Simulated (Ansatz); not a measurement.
# Na on Zr(0001): change of the work function, part 2 of 5

How does Na on the hcp site change the work function of Zr(0001) as the layer fills?

Ansatz 0.2.0; plane-wave DFT, PBE, Ansatz PAW (the session's first sound run).

So far, work function, upper face (eV): step 2 (the clean slab) 4.17.

## Step 3: Adsorbate added, k-mesh 4×4×1, coverage 0.111 ML

System of this step: Na/Zr(0001). The cell holds 37 atoms: 36 Zr and 1 Na. Its edges and angles: a = 9.690 Å, b = 9.690 Å, c = 28.737 Å, α = 90.0°, β = 90.0°, γ = 60.0°. Vacuum lies along c.

The clean slab as it ended is repeated in the plane and the adsorbate is set on one face; the cell's size fixes the coverage, and the k-mesh shrinks with it to keep the sampling density about even. Adsorbate and upper layers relax, since the dipole depends on the height.

input.yaml

```yaml
crystal:
  lattice:
    - [9.69, 0.0, 0.0]
    - [4.845, 8.3917861626, 0.0]
    - [0.0, 0.0, 28.7367962015]
  atoms:
    - { symbol: Zr, position: [0.2222222222, 0.2222222222, 0.3131873135] }
    - { symbol: Zr, position: [0.0, 0.0, 0.402713473] }
    - { symbol: Zr, position: [0.2222222222, 0.2222222222, 0.4956772427] }
    - { symbol: Zr, position: [0.0, 0.0, 0.5804499146] }
    - { symbol: Zr, position: [0.2222222222, 0.5555555556, 0.3131873135] }
    - { symbol: Zr, position: [0.0, 0.3333333333, 0.402713473] }
    - { symbol: Zr, position: [0.2222222222, 0.5555555556, 0.4956772427] }
    - { symbol: Zr, position: [0.0, 0.3333333333, 0.5804499146] }
    - { symbol: Zr, position: [0.2222222222, 0.8888888889, 0.3131873135] }
    - { symbol: Zr, position: [0.0, 0.6666666667, 0.402713473] }
    - { symbol: Zr, position: [0.2222222222, 0.8888888889, 0.4956772427] }
    - { symbol: Zr, position: [0.0, 0.6666666667, 0.5804499146] }
    - { symbol: Zr, position: [0.5555555556, 0.2222222222, 0.3131873135] }
    - { symbol: Zr, position: [0.3333333333, 0.0, 0.402713473] }
    - { symbol: Zr, position: [0.5555555556, 0.2222222222, 0.4956772427] }
    - { symbol: Zr, position: [0.3333333333, 0.0, 0.5804499146] }
    - { symbol: Zr, position: [0.5555555556, 0.5555555556, 0.3131873135] }
    - { symbol: Zr, position: [0.3333333333, 0.3333333333, 0.402713473] }
    - { symbol: Zr, position: [0.5555555556, 0.5555555556, 0.4956772427] }
    - { symbol: Zr, position: [0.3333333333, 0.3333333333, 0.5804499146] }
    - { symbol: Zr, position: [0.5555555556, 0.8888888889, 0.3131873135] }
    - { symbol: Zr, position: [0.3333333333, 0.6666666667, 0.402713473] }
    - { symbol: Zr, position: [0.5555555556, 0.8888888889, 0.4956772427] }
    - { symbol: Zr, position: [0.3333333333, 0.6666666667, 0.5804499146] }
    - { symbol: Zr, position: [0.8888888889, 0.2222222222, 0.3131873135] }
    - { symbol: Zr, position: [0.6666666667, 0.0, 0.402713473] }
    - { symbol: Zr, position: [0.8888888889, 0.2222222222, 0.4956772427] }
    - { symbol: Zr, position: [0.6666666667, 0.0, 0.5804499146] }
    - { symbol: Zr, position: [0.8888888889, 0.5555555556, 0.3131873135] }
    - { symbol: Zr, position: [0.6666666667, 0.3333333333, 0.402713473] }
    - { symbol: Zr, position: [0.8888888889, 0.5555555556, 0.4956772427] }
    - { symbol: Zr, position: [0.6666666667, 0.3333333333, 0.5804499146] }
    - { symbol: Zr, position: [0.8888888889, 0.8888888889, 0.3131873135] }
    - { symbol: Zr, position: [0.6666666667, 0.6666666667, 0.402713473] }
    - { symbol: Zr, position: [0.8888888889, 0.8888888889, 0.4956772427] }
    - { symbol: Zr, position: [0.6666666667, 0.6666666667, 0.5804499146] }
    - { symbol: Na, position: [0.2222222222, 0.2222222222, 0.6868126865] }
kpoints:
  mp_grid: { grid: [4, 4, 1] }
hamiltonian:
  xc: pbe
scf:
  occupations: { method: fermi_dirac, width: 0.1 }
  convergence: { dr2_threshold: 1.0e-08 }
efield:
  axis: 3
  dipole_correction: true
  ramp_position: 0.97
  ramp_width: 0.06
relax:
  f_tol: 0.02
  max_steps: 60
  constraints:
    - { sites: [0, 1, 4, 5, 8, 9, 12, 13, 16, 17, 20, 21, 24, 25, 28, 29, 32, 33] }
output:
  bader: true
  write_potential: true
  write_density: true
  volumetric_format: npy
```

The run is started by

```
> ansatz run input.yaml --threads 4 --pin off --max-ram 12288MiB --backend cpu --events-out ev --progress --plain --runs-dir out
```

Numbers of over 12 decimals in the logs are rounded to 6 here.

The program printed:

```text
[...]
Crystal: 37 atoms, lattice volume = 2336.773 Å³
Basis set: ecut = 420 eV, 45661 PW (Γ), exchange–correlation on 144×144×400 points (8 copies of the dense FFT grid, shifted against one another)
Bands: 265, of which v1, the nominal top of the filled ones, is band 221 counted from 1 (220 counted from 0)
Symmetry: 6 space group operations
[...]
k-points: 4 of 16 (time reversal used)
[...]
SCF iter   1: F=—  HF=-152089.444438 eV  |F-HF|=—  |Δ(HF+E_count)|=         —  Δρ=4.35e-3  dr2=3.41e0  ethr=1.77e-3  p=0.607 e·Å  D=4.70e-2 V/Å  ΔV_dip=-1.35 eV  dr2_dipole=1.78e-1  V_vac-E_F(+/−)=2.77/4.12 eV  ⟨swp⟩=10.5  Hψ=4987  notcnv=0
[...]
SCF iter  11: F=-152089.335115 eV  HF=-152089.335115 eV  |F-HF|=3.46e-9  |Δ(HF+E_count)|=   1.22e-8  Δρ=1.05e-7  dr2=4.81e-10  ethr=2.27e-12  p=0.536 e·Å  D=4.15e-2 V/Å  ΔV_dip=-1.19 eV  dr2_dipole=8.73e-13  V_vac-E_F(+/−)=3.00/4.19 eV  ⟨swp⟩=10.5  Hψ=6728  notcnv=0
SCF 1 converged in 11 iterations: F = -152089.335115 eV  dr2 = 4.81e-10
[...]
relax step   1: F+E_penalty+E_count = -152089.33511466 eV  Δ(F+E_penalty+E_count) = +0.000e0 eV  max|allowed force component| = 2.359e-1 eV/Å  Δτ_max = 0.0000 Å  (11 SCF iters, accepted)
[...]
SCF iter   9: F=-152089.361717 eV  HF=-152089.361717 eV  |F-HF|=4.39e-9  |Δ(HF+E_count)|=   1.83e-7  Δρ=3.31e-7  dr2=9.09e-9  ethr=2.27e-12  p=0.506 e·Å  D=3.92e-2 V/Å  ΔV_dip=-1.13 eV  dr2_dipole=9.12e-10  V_vac-E_F(+/−)=3.06/4.19 eV  ⟨swp⟩=13.0  Hψ=8876  notcnv=0
SCF 2 converged in 9 iterations: F = -152089.361717 eV  dr2 = 9.09e-9
relax step   2: F+E_penalty+E_count = -152089.36171717 eV  Δ(F+E_penalty+E_count) = -2.660e-2 eV  max|allowed force component| = 1.900e-1 eV/Å  Δτ_max = 0.0721 Å  (9 SCF iters, accepted)
SCF iter   1: F=—  HF=-152089.385622 eV  |F-HF|=—  |Δ(HF+E_count)|=         —  Δρ=5.84e-4  dr2=7.27e-2  ethr=1.53e-4  p=0.506 e·Å  D=3.92e-2 V/Å  ΔV_dip=-1.13 eV  dr2_dipole=8.70e-4  V_vac-E_F(+/−)=3.07/4.19 eV  ⟨swp⟩=2.2  Hψ=1647  notcnv=0
[...]
SCF iter   9: F=-152089.379453 eV  HF=-152089.379453 eV  |F-HF|=5.24e-10  |Δ(HF+E_count)|=   1.63e-8  Δρ=1.44e-7  dr2=1.45e-9  ethr=2.27e-12  p=0.488 e·Å  D=3.78e-2 V/Å  ΔV_dip=-1.09 eV  dr2_dipole=1.03e-10  V_vac-E_F(+/−)=3.10/4.19 eV  ⟨swp⟩=10.8  Hψ=7264  notcnv=0
SCF 3 converged in 9 iterations: F = -152089.379453 eV  dr2 = 1.45e-9
relax step   3: F+E_penalty+E_count = -152089.37945284 eV  Δ(F+E_penalty+E_count) = -1.774e-2 eV  max|allowed force component| = 7.669e-2 eV/Å  Δτ_max = 0.0724 Å  (9 SCF iters, accepted)
SCF iter   1: F=—  HF=-152089.384081 eV  |F-HF|=—  |Δ(HF+E_count)|=         —  Δρ=2.53e-4  dr2=2.10e-2  ethr=5.45e-5  p=0.488 e·Å  D=3.78e-2 V/Å  ΔV_dip=-1.09 eV  dr2_dipole=5.07e-3  V_vac-E_F(+/−)=3.10/4.19 eV  ⟨swp⟩=3.0  Hψ=1655  notcnv=0
[...]
SCF iter   7: F=-152089.381572 eV  HF=-152089.381572 eV  |F-HF|=9.02e-9  |Δ(HF+E_count)|=   5.92e-8  Δρ=4.07e-7  dr2=9.39e-9  ethr=2.27e-12  p=0.473 e·Å  D=3.67e-2 V/Å  ΔV_dip=-1.05 eV  dr2_dipole=2.81e-11  V_vac-E_F(+/−)=3.14/4.19 eV  ⟨swp⟩=11.0  Hψ=9941  notcnv=0
SCF 4 converged in 7 iterations: F = -152089.381572 eV  dr2 = 9.39e-9
relax step   4: F+E_penalty+E_count = -152089.38157250 eV  Δ(F+E_penalty+E_count) = -2.120e-3 eV  max|allowed force component| = 9.221e-3 eV/Å  Δτ_max = 0.0487 Å  (7 SCF iters, accepted)
NSCF: frozen V_eff on 4 k-points
[...]
SCF converged after 7 iterations
Free energy (F): -152089.381572 eV
[...]
Internal energy: -152087.415048 eV  (E = F + TS)
E sigma→0 (E₀):  -152088.398310 eV
Entropy (-TS):   -1.966525 eV (-53.149 meV/atom)
Fermi energy:    2.829497 eV
Dipole field:    D = 0.036656 V/Å  (p = 0.473364 e·Å, saw-weighted, corrected)
Work function:   Φ+ = 3.1366 eV   Φ− = 4.1900 eV
[...]
--- Forces (eV/Å), atoms counted from 1 ---
  atom   1  Zr     0.00000000    -0.00000000     0.42543457
  atom   2  Zr     0.00809498     0.00467364    -0.40720497
  atom   3  Zr     0.00000000    -0.00000000    -0.00643275
  atom   4  Zr     0.00155345     0.00089688     0.00283052
  atom   5  Zr    -0.00977966    -0.00460621     0.44203606
  atom   6  Zr    -0.01586738     0.00916104    -0.47274768
  atom   7  Zr    -0.00055775    -0.00222645    -0.00333304
  atom   8  Zr     0.00093053    -0.00053724    -0.00001871
  atom   9  Zr    -0.00090074     0.01077253     0.44203606
  atom  10  Zr    -0.00000000    -0.00934727    -0.40720497
  atom  11  Zr     0.00164929     0.00159625    -0.00333304
  atom  12  Zr     0.00000000    -0.00179377     0.00283052
  atom  13  Zr    -0.00887892    -0.00616633     0.44203606
  atom  14  Zr    -0.00000000    -0.01832208    -0.47274768
  atom  15  Zr    -0.00220704     0.00063020    -0.00333304
  atom  16  Zr    -0.00000000     0.00107448    -0.00001871
  atom  17  Zr     0.00000000    -0.00000000     0.45637038
  atom  18  Zr     0.01586738     0.00916104    -0.47274768
  atom  19  Zr     0.00000000    -0.00000000     0.00256495
  atom  20  Zr    -0.00093053    -0.00053724    -0.00001871
  atom  21  Zr     0.00090074     0.01077253     0.44203606
  atom  22  Zr     0.03095592    -0.01787241    -0.44946339
  atom  23  Zr    -0.00164929     0.00159625    -0.00333304
  atom  24  Zr    -0.00798546     0.00461041    -0.00006901
  atom  25  Zr     0.00887892    -0.00616633     0.44203606
  atom  26  Zr    -0.00809498     0.00467364    -0.40720497
  atom  27  Zr     0.00220704     0.00063020    -0.00333304
  atom  28  Zr    -0.00155345     0.00089688     0.00283052
  atom  29  Zr     0.00977966    -0.00460621     0.44203606
  atom  30  Zr    -0.00000000     0.03574481    -0.44946339
  atom  31  Zr     0.00055775    -0.00222645    -0.00333304
  atom  32  Zr     0.00000000    -0.00922081    -0.00006901
  atom  33  Zr     0.00000000    -0.00000000     0.45937778
  atom  34  Zr    -0.03095592    -0.01787241    -0.44946339
  atom  35  Zr    -0.00000000    -0.00000000     0.00286218
  atom  36  Zr     0.00798546     0.00461041    -0.00006901
  atom  37  Na    -0.00000000    -0.00000000     0.00767311
  max |Σ_I F_I| component: 4.86e-5 eV/Å
--- Band table (eV) ---
  k-point 0: bands = [... 217 lower, 2.8825, 2.8993, 2.9013, 2.9393, 2.9393, 2.9537, 2.9653, 2.9653, ... 40 higher]
  k-point 1: bands = [... 217 lower, 2.7290, 2.7421, 2.8129, 2.8162, 2.8238, 2.8908, 3.0099, 3.0217, ... 40 higher]
  k-point 2: bands = [... 217 lower, 2.7120, 2.7260, 2.8466, 2.8558, 2.8594, 2.8765, 2.8943, 2.9172, ... 40 higher]
  k-point 3: bands = [... 217 lower, 2.6776, 2.7619, 2.7702, 2.7935, 2.8202, 2.8608, 2.8730, 2.8852, ... 40 higher]
--- Relaxed structure (4 steps of the walk, 4 accepted, 0 SCFs on fresh bases) ---
  F+E_penalty+E_count = -152089.38157250 eV   max|allowed force component| = 9.221e-3 eV/Å
  atoms:
    - { symbol: Zr, position: [0.222222, 0.222222, 0.313187] }
[...]
- { symbol: Zr, position: [0.222222, 0.222222, 0.493832] }
    - { symbol: Zr, position: [0.000435779, 0.000435779, 0.582159] }
    - { symbol: Zr, position: [0.222222, 0.555556, 0.313187] }
    - { symbol: Zr, position: [2.2222224060897133e-11, 0.333333, 0.402713] }
    - { symbol: Zr, position: [0.220183, 0.558198, 0.495377] }
    - { symbol: Zr, position: [0.000956502, 0.332855, 0.579124] }
    - { symbol: Zr, position: [0.222222, 0.888889, 0.313187] }
    - { symbol: Zr, position: [-1.1111112030448567e-11, 0.666667, 0.402713] }
    - { symbol: Zr, position: [0.220183, 0.888285, 0.495377] }
    - { symbol: Zr, position: [0.000435779, 0.665795, 0.582159] }
    - { symbol: Zr, position: [0.555556, 0.222222, 0.313187] }
    - { symbol: Zr, position: [0.333333, 2.2222210308134437e-11, 0.402713] }
    - { symbol: Zr, position: [0.558198, 0.220183, 0.495377] }
    - { symbol: Zr, position: [0.332855, 0.000956502, 0.579124] }
    - { symbol: Zr, position: [0.555556, 0.555556, 0.313187] }
    - { symbol: Zr, position: [0.333333, 0.333333, 0.402713] }
    - { symbol: Zr, position: [0.555556, 0.555556, 0.496820] }
    - { symbol: Zr, position: [0.332855, 0.332855, 0.579124] }
    - { symbol: Zr, position: [0.555556, 0.888889, 0.313187] }
    - { symbol: Zr, position: [0.333333, 0.666667, 0.402713] }
    - { symbol: Zr, position: [0.558198, 0.888285, 0.495377] }
    - { symbol: Zr, position: [0.332111, 0.667278, 0.581513] }
    - { symbol: Zr, position: [0.888889, 0.222222, 0.313187] }
    - { symbol: Zr, position: [0.666667, -1.1111125783211261e-11, 0.402713] }
    - { symbol: Zr, position: [0.888285, 0.220183, 0.495377] }
    - { symbol: Zr, position: [0.665795, 0.000435779, 0.582159] }
    - { symbol: Zr, position: [0.888889, 0.555556, 0.313187] }
    - { symbol: Zr, position: [0.666667, 0.333333, 0.402713] }
    - { symbol: Zr, position: [0.888285, 0.558198, 0.495377] }
    - { symbol: Zr, position: [0.667278, 0.332111, 0.581513] }
    - { symbol: Zr, position: [0.888889, 0.888889, 0.313187] }
    - { symbol: Zr, position: [0.666667, 0.666667, 0.402713] }
    - { symbol: Zr, position: [0.888889, 0.888889, 0.496234] }
    - { symbol: Zr, position: [0.667278, 0.667278, 0.581513] }
    - { symbol: Na, position: [0.222222, 0.222222, 0.680160] }
--- Bader charges: 37 sites ---
  site symbol  charge [e]  shift [e] shared [e]
     0     Zr     -0.0606     0.0000    -0.0606
     1     Zr      0.0497     0.0000     0.0487
     2     Zr      0.0759     0.0000     0.0759
     3     Zr     -0.1234     0.0000    -0.1234
     4     Zr     -0.0605     0.0000    -0.0605
     5     Zr      0.0733     0.0000     0.0733
     6     Zr      0.1154     0.0000     0.1154
     7     Zr     -0.2930     0.0001    -0.2930
     8     Zr     -0.0605     0.0000    -0.0605
     9     Zr      0.0497     0.0000     0.0487
    10     Zr      0.1153     0.0000     0.1153
    11     Zr     -0.1234     0.0000    -0.1234
    12     Zr     -0.0605     0.0000    -0.0605
    13     Zr      0.0733     0.0000     0.0733
    14     Zr      0.1154     0.0000     0.1154
    15     Zr     -0.2930     0.0001    -0.2930
    16     Zr     -0.0589     0.0000    -0.0679
    17     Zr      0.0733     0.0000     0.0733
    18     Zr      0.1543     0.0000     0.1540
    19     Zr     -0.2930     0.0001    -0.2930
    20     Zr     -0.0605     0.0000    -0.0605
    21     Zr      0.0534     0.0000     0.0521
    22     Zr      0.1154     0.0000     0.1154
    23     Zr     -0.1409     0.0000    -0.1409
    24     Zr     -0.0605     0.0000    -0.0605
    25     Zr      0.0497     0.0000     0.0487
    26     Zr      0.1154     0.0000     0.1154
    27     Zr     -0.1234     0.0000    -0.1234
    28     Zr     -0.0605     0.0000    -0.0605
    29     Zr      0.0535     0.0000     0.0522
    30     Zr      0.1153     0.0000     0.1153
    31     Zr     -0.1410     0.0000    -0.1410
    32     Zr     -0.0597     0.0000    -0.0677
    33     Zr      0.0534     0.0000     0.0521
    34     Zr      0.1156     0.0000     0.1154
    35     Zr     -0.1410     0.0000    -0.1410
    36     Na      0.6713     0.0003     0.6713
  maxima off the nuclei: 2, with 0.0244 electrons
  on the straight line to a nucleus their density falls by 4.5e-6 to 1.5e-5 of itself; PAW files or a low cutoff
  can make one that falls by little (a run on other files and one at a higher cutoff tell): if they did, read the shared
  charge, to which what the maxima have on the atom's side is counted
  estimated error of the sums over rays = 4.8e-4 e
```

Wall time 8 min (4 threads of Intel Xeon Platinum 8375C at 2.90GHz (Ice Lake), shared host); peak memory 10 GiB.

Step by step:

```
step  energy less that of the first step (eV)  largest force component (eV/Å)
   1                                   0.0000                          0.2359
   2                                  -0.0266                          0.1900
   3                                  -0.0443                          0.0767
   4                                  -0.0465                          0.0092
```

Forces are held to the 6 operations that the run works with; a distortion that breaks them can't arise in this run.

The atoms that moved most (Å):

```
atom      dx      dy      dz  length
Na37   0.000   0.000  -0.191   0.191
 Zr3   0.000   0.000  -0.053   0.053
Zr28  -0.006   0.004   0.049   0.050
 Zr4   0.006   0.004   0.049   0.050
Zr12   0.000  -0.007   0.049   0.050
Zr16   0.000   0.008  -0.038   0.039
 Zr8   0.007  -0.004  -0.038   0.039
Zr20  -0.007  -0.004  -0.038   0.039
```

Final coordinates:

```xyz
37
Lattice="9.6900 0.0000 0.0000 4.8450 8.3918 0.0000 0.0000 0.0000 28.7368" Properties=species:S:1:pos:R:3
Zr    3.2300    1.8648    9.0000
Zr    0.0000    0.0000   11.5727
Zr    3.2300    1.8648   14.1912
Zr    0.0063    0.0037   16.7294
Zr    4.8450    4.6621    9.0000
Zr    1.6150    2.7973   11.5727
Zr    4.8380    4.6843   14.2356
Zr    1.6220    2.7932   16.6422
Zr    6.4600    7.4594    9.0000
Zr    3.2300    5.5945   11.5727
Zr    6.4373    7.4543   14.2356
Zr    3.2300    5.5872   16.7294
Zr    6.4600    1.8648    9.0000
Zr    3.2300    0.0000   11.5727
Zr    6.4757    1.8477   14.2356
Zr    3.2300    0.0080   16.6422
Zr    8.0750    4.6621    9.0000
Zr    4.8450    2.7973   11.5727
Zr    8.0750    4.6621   14.2770
Zr    4.8380    2.7932   16.6422
Zr    9.6900    7.4594    9.0000
Zr    6.4600    5.5945   11.5727
Zr    9.7127    7.4543   14.2356
Zr    6.4511    5.5997   16.7108
Zr    9.6900    1.8648    9.0000
Zr    6.4600    0.0000   11.5727
Zr    9.6743    1.8477   14.2356
Zr    6.4537    0.0037   16.7294
Zr   11.3050    4.6621    9.0000
Zr    8.0750    2.7973   11.5727
Zr   11.3120    4.6843   14.2356
Zr    8.0750    2.7870   16.7108
Zr   12.9200    7.4594    9.0000
Zr    9.6900    5.5945   11.5727
Zr   12.9200    7.4594   14.2602
Zr    9.6989    5.5997   16.7108
Na    3.2300    1.8648   19.5456
```

This step gave:

- energy at zero smearing: -152088.3983 eV
- work function, upper face: 3.137 eV
- work function, lower face: 4.190 eV
- dipole along the normal: 0.4734 e·Å
- step between the vacuum levels: -1.053 eV

Running mean over 2.573 Å of the planar mean; the ramp of the sawtooth is left out. Table of electron's electrostatic potential energy less the Fermi level by z:

```
z (Å)  electron's electrostatic potential energy less the Fermi level (eV)
  3.5                                                                 4.19
  4.0                                                                 4.19
  4.5                                                                 4.18
  5.0                                                                 4.16
  5.5                                                                 4.10
  6.0                                                                 3.93
  6.5                                                                 3.44
  7.0                                                                 2.14
  7.5                                                               -0.996
  8.0                                                                -5.12
  8.5                                                                -7.74
  9.0                                                                -8.44
  9.5                                                                -8.43
 10.0                                                                -8.32
 10.5                                                                -8.28
 11.0                                                                -8.29
 11.5                                                                -8.28
 12.0                                                                -8.17
 12.5                                                                -7.81
 13.0                                                                -7.66
 13.5                                                                -7.95
 14.0                                                                -8.26
 14.5                                                                -8.49
 15.0                                                                -8.94
 15.5                                                                -9.22
 16.0                                                                -8.95
 16.5                                                                -8.61
 17.0                                                                -8.15
 17.5                                                                -6.41
 18.0                                                                -2.80
 18.5                                                                0.651
 19.0                                                                 2.28
 19.5                                                                 2.76
 20.0                                                                 2.83
 20.5                                                                 2.85
 21.0                                                                 3.00
 21.5                                                                 3.10
 22.0                                                                 3.12
 22.5                                                                 3.13
 23.0                                                                 3.13
 23.5                                                                 3.14
 24.0                                                                 3.14
 24.5                                                                 3.14
 25.0                                                                 3.14
 25.5                                                                 3.14
```

The relaxation took 4 steps and lowered the energy by 0.046 eV; the largest force on the free atoms ends at 0.0092 eV/Å.

The covered face has 3.14 eV, -1.03 eV against the clean one; the bare back face has moved by +0.01 eV, a measure of how thin the slab is.

[end of part 2 of 5]

[Logs are printed without paths, hosts, clocks, repeated set-up lines and the standing remarks that a program may print on its own settings, such as how far it seeks lower states.]

[Hosts, paths, dates, database ids (printed as entryN), source tags and the programs' standing remarks are cut or masked in the printed files.]

[Maps of the electrostatic potential energy from Ansatz leave out the sawtooth potential of an applied field or a dipole correction, so their vacuum need not be flat; planar profiles and work functions include it.]
